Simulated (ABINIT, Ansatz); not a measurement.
# SnGeSe3 (Pm-3m): zone-centre phonons

Which modes does SnGeSe3 (Pm-3m) have at the zone centre?

Method: DFT LDA, scalar-relativistic, plane waves, HGH norm-conserving pseudopotentials, in ABINIT 10.8.3.

The structure was built from a prototype and need not be the compound's stable phase.

## 1. The structure

Symmetry: Pm-3m, No. 221, cubic system. The conventional cell has a = 4.909 Å, b = 4.909 Å, c = 4.909 Å, α = 90.00°, β = 90.00°, γ = 90.00°. Sn has 12 Se at 3.47 Å nearest. Nearest to Ge lie 6 Se at 2.45 Å. Nearest to Se lie 2 Ge at 2.45 Å. Farther neighbours and most contacts between anions are not listed.

## 2. Relaxation

The harmonic expansion needs vanishing forces, and a free crystal bears no stress, so cell and atoms are brought to rest. Stress is more sensitive to the basis than forces are: the last 3 Ha under the cutoff are smoothed with ecutsm.

The starting cell comes from a relaxation made beforehand in Ansatz (LDA, PseudoDojo NC).

Contents of relax.abi:

```
# relaxation
ionmov 2
optcell 2
dilatmx 1.08
ntime 40
tolmxf 1.0d-05
tolvrs 1.0d-14
prtwf 0
prtden 0
chksymtnons 0

# basis, mesh and filling
ecut 26.0
ecutsm 3.0
ixc 7
ngkpt 6 6 6
nshiftk 1
shiftk 0.0 0.0 0.0
istwfk *1
occopt 7
tsmear 0.01
nband 20
nstep 100
diemac 1000000.0
prtebands 0
prtgsr 0
useylm 1

# cell and atoms
acell 3*1.0 Angstrom
rprim 
    4.908594637 0.0 0.0
    0.0 4.908594637 0.0
    0.0 0.0 4.908594637
ntypat 3
znucl 50 32 34
natom 5
typat 1 2 3 3 3
xred 
    0.0 0.0 0.0
    0.5 0.5 0.5
    0.5 0.5 0.0
    0.5 0.0 0.5
    0.0 0.5 0.5
pp_dirpath "./pseudo"
pseudos "Sn.hgh, Ge.hgh, Se.hgh"
```

On the command line:

```console
$ OMP_NUM_THREADS=1 mpirun -n 4 abinit relax.abi > relax.log
```

Numbers of over 12 decimals in the logs are rounded to 6 here.

relax.abo, the main output file:

```text
[banners, grids, parts of the stress and lines that vanish by symmetry left out]
- input  file    -> relax.abi
- output file    -> relax.abo
- root for input  files -> relaxi
[...]
Symmetries : space group Pm -3 m (#221); Bravais cP (primitive cubic)
[...]
mpw =        6403          nfft =      110592          nkpt =          20
[...]
== DATASET  1 ==================================================================
[...]
cutoff_energies: {ecut:  26.0, pawecutdg:  -1.0, }
[...]
Exchange-correlation functional for the present dataset will be:
  LDA: Perdew-Wang 92 LSD fit to Ceperley-Alder data - ixc=7
[...]
ETOT  1  -35.951208375720    -3.595E+01 2.735E-02 3.341E+02
 ETOT  2  -36.027704688468    -7.650E-02 2.025E-03 4.667E+01
 ETOT  3  -36.038741438587    -1.104E-02 5.744E-04 1.859E+00
 ETOT  4  -36.038979909303    -2.385E-04 4.490E-04 1.398E-02
 ETOT  5  -36.038981614226    -1.705E-06 3.639E-04 2.280E-04
[...]
At SCF step   11       vres2   =  1.42E-15 < tolvrs=  1.00E-14 =>converged.
[...]
sigma(1 1)=  7.28821668E-06  sigma(3 2)=  0.00000000E+00
  sigma(2 2)=  7.28821668E-06  sigma(3 1)=  0.00000000E+00
  sigma(3 3)=  7.28821668E-06  sigma(2 1)=  0.00000000E+00
[...]
convergence: {deltae:  1.513E-12, res2:  1.418E-15, residm:  8.903E-05, diffor: null, }
etotal    :  -3.60389816E+01
[...]
ETOT  1  -36.038981395022    -3.604E+01 3.984E-03 3.351E-02
[...]
At SCF step    9       vres2   =  1.25E-16 < tolvrs=  1.00E-14 =>converged.
[...]
sigma(1 1)=  5.93828330E-06  sigma(3 2)=  0.00000000E+00
  sigma(2 2)=  5.93828330E-06  sigma(3 1)=  0.00000000E+00
  sigma(3 3)=  5.93828330E-06  sigma(2 1)=  0.00000000E+00
[...]
convergence: {deltae: -3.482E-13, res2:  1.245E-16, residm:  1.445E-03, diffor: null, }
etotal    :  -3.60389851E+01
[...]
ETOT  1  -36.038921728298    -3.604E+01 1.421E-02 6.378E-01
[...]
ETOT  8  -36.038991884767     2.274E-13 5.559E-05 2.549E-13
 ETOT  9  -36.038991884766     1.414E-12 2.585E-05 2.455E-15
 At SCF step    9       vres2   =  2.46E-15 < tolvrs=  1.00E-14 =>converged.
[...]
sigma(1 1)= -2.91838162E-08  sigma(3 2)=  0.00000000E+00
  sigma(2 2)= -2.91838162E-08  sigma(3 1)=  0.00000000E+00
  sigma(3 3)= -2.91838162E-08  sigma(2 1)=  0.00000000E+00
[...]
convergence: {deltae:  1.414E-12, res2:  2.455E-15, residm:  2.585E-05, diffor: null, }
etotal    :  -3.60389919E+01
[...]
At Broyd/MD step   3, gradients are converged :
[...]
sigma(1 1)= -2.91838162E-08  sigma(3 2)=  0.00000000E+00
  sigma(2 2)= -2.91838162E-08  sigma(3 1)=  0.00000000E+00
  sigma(3 3)= -2.91838162E-08  sigma(2 1)=  0.00000000E+00
[...]
- sigma(1 1)= -8.58617515E-04  sigma(3 2)=  0.00000000E+00
- sigma(2 2)= -8.58617515E-04  sigma(3 1)=  0.00000000E+00
- sigma(3 3)= -8.58617515E-04  sigma(2 1)=  0.00000000E+00
[...]
fcart     -0.0000000000E+00 -0.0000000000E+00 -0.0000000000E+00
           strten     -2.9183816155E-08 -2.9183816157E-08 -2.9183816155E-08
================================================================================

[key lines of the parts left out:]
pressure_GPa:   8.5862E-04
Total energy (etotal) [Ha]= -3.60389918847655E+01
```

Run time: 58 s. Hardware: 4 MPI ranks of Arm Neoverse V1, shared host; 3.9 min of CPU time.

Relaxation path:

```tsv
step	energy less that of the first step (eV)	largest force (eV/Å)	volume (Å³)
1	0.0000	0.0000	118.27
2	-0.0001	0.0000	118.19
3	-0.0003	0.0000	117.85
```

```tsv
conventional cell, symmetrised	before	after	change
a (Å)	4.909	4.903	-0.1 %
b (Å)	4.909	4.903	-0.1 %
c (Å)	4.909	4.903	-0.1 %
volume (Å³/atom)	23.65	23.57	-0.4 %
```

The relaxed structure:

```cif
data_structure
_symmetry_space_group_name_H-M 'P 1'
_symmetry_Int_Tables_number 1
_cell_length_a 4.9028
_cell_length_b 4.9028
_cell_length_c 4.9028
_cell_angle_alpha 90.000
_cell_angle_beta 90.000
_cell_angle_gamma 90.000
_cell_volume 117.85
loop_
_atom_site_label
_atom_site_type_symbol
_atom_site_fract_x
_atom_site_fract_y
_atom_site_fract_z
_atom_site_occupancy
Sn1 Sn 0.00000 0.00000 0.00000 1
Ge2 Ge 0.50000 0.50000 0.50000 1
Se3 Se 0.50000 0.50000 0.00000 1
Se4 Se 0.50000 0.00000 0.50000 1
Se5 Se 0.00000 0.50000 0.50000 1
```

Numbers from this step:

- volume per atom: 23.57 Å³
- pressure: 8.59e-4 GPa
- gap on the k-mesh: 0 eV

The volume changes by -0.4 % from the cell with which this run began.

## 3. Self-consistent run for the response

The response is built on these wavefunctions, so the potential is converged far more tightly than an energy would need. ecutsm is kept as in the relaxation, so that the cell stays at rest. Occupations are smeared.

Contents of gs.abi:

```
# ground state
tolvrs 1.0d-16
prtden 1
prtwf 1

# basis, mesh and filling
ecut 26.0
ecutsm 3.0
ixc 7
ngkpt 6 6 6
nshiftk 1
shiftk 0.0 0.0 0.0
istwfk *1
occopt 7
tsmear 0.01
nband 20
nstep 100
diemac 1000000.0
prtebands 0
prtgsr 0
useylm 1

# cell and atoms
acell 3*1.0 Angstrom
rprim 
    4.902816906 0.0 0.0
    0.0 4.902816906 0.0
    0.0 0.0 4.902816906
ntypat 3
znucl 50 32 34
natom 5
typat 1 2 3 3 3
xred 
    0.0 0.0 0.0
    0.5 0.5 0.5
    0.5 0.5 0.0
    0.5 0.0 0.5
    0.0 0.5 0.5
pp_dirpath "./pseudo"
pseudos "Sn.hgh, Ge.hgh, Se.hgh"
```

On the command line:

```console
$ OMP_NUM_THREADS=1 mpirun -n 4 abinit gs.abi > gs.log
```

gs.abo, the main output file:

```text
[banners, grids, parts of the stress and lines that vanish by symmetry left out]
- input  file    -> gs.abi
- output file    -> gs.abo
- root for input  files -> gsi
[...]
Symmetries : space group Pm -3 m (#221); Bravais cP (primitive cubic)
[...]
mpw =        5058          nfft =       91125          nkpt =          20
[...]
== DATASET  1 ==================================================================
[...]
cutoff_energies: {ecut:  26.0, pawecutdg:  -1.0, }
[...]
Exchange-correlation functional for the present dataset will be:
  LDA: Perdew-Wang 92 LSD fit to Ceperley-Alder data - ixc=7
[...]
ETOT  1  -35.953763186331    -3.595E+01 2.448E-02 2.725E+02
 ETOT  2  -36.028168322624    -7.441E-02 4.798E-03 3.700E+01
 ETOT  3  -36.038756215181    -1.059E-02 7.611E-04 1.468E+00
 ETOT  4  -36.038989990279    -2.338E-04 5.464E-04 1.100E-02
 ETOT  5  -36.038991666411    -1.676E-06 4.846E-04 1.864E-04
[...]
ETOT 11  -36.038991686473     1.378E-12 3.124E-05 1.091E-15
 ETOT 12  -36.038991686474    -9.663E-13 1.713E-05 2.974E-18
 At SCF step   12       vres2   =  2.97E-18 < tolvrs=  1.00E-16 =>converged.
[...]
sigma(1 1)= -2.88986818E-08  sigma(3 2)=  0.00000000E+00
  sigma(2 2)= -2.88986818E-08  sigma(3 1)=  0.00000000E+00
  sigma(3 3)= -2.88986818E-08  sigma(2 1)=  0.00000000E+00
[...]
convergence: {deltae: -9.663E-13, res2:  2.974E-18, residm:  1.713E-05, diffor: null, }
etotal    :  -3.60389917E+01
[...]
sigma(1 1)= -2.88986818E-08  sigma(3 2)=  0.00000000E+00
  sigma(2 2)= -2.88986818E-08  sigma(3 1)=  0.00000000E+00
  sigma(3 3)= -2.88986818E-08  sigma(2 1)=  0.00000000E+00
[...]
- sigma(1 1)= -8.50228571E-04  sigma(3 2)=  0.00000000E+00
- sigma(2 2)= -8.50228571E-04  sigma(3 1)=  0.00000000E+00
- sigma(3 3)= -8.50228571E-04  sigma(2 1)=  0.00000000E+00
[...]
fcart     -0.0000000000E+00 -0.0000000000E+00 -0.0000000000E+00
           strten     -2.8898681757E-08 -2.8898681755E-08 -2.8898681754E-08
================================================================================

[key lines of the parts left out:]
pressure_GPa:   8.5023E-04
```

The job ended after 23 s (4 MPI ranks; 93 s of CPU time).

Read from the output:

- pressure: 8.50e-4 GPa

The cell stands at 8.5e-4 GPa, close enough for phonons.

(Continued in part 2 of 3.)

[Host names and launcher messages were left out of these logs when they were recorded.]

[Logs are printed without paths, hosts, clocks, repeated set-up lines and the standing remarks that a program may print on its own settings, such as how far it seeks lower states.]

[Hosts, paths, dates, database ids (printed as entryN), source tags and the programs' standing remarks are cut or masked in the printed files.]
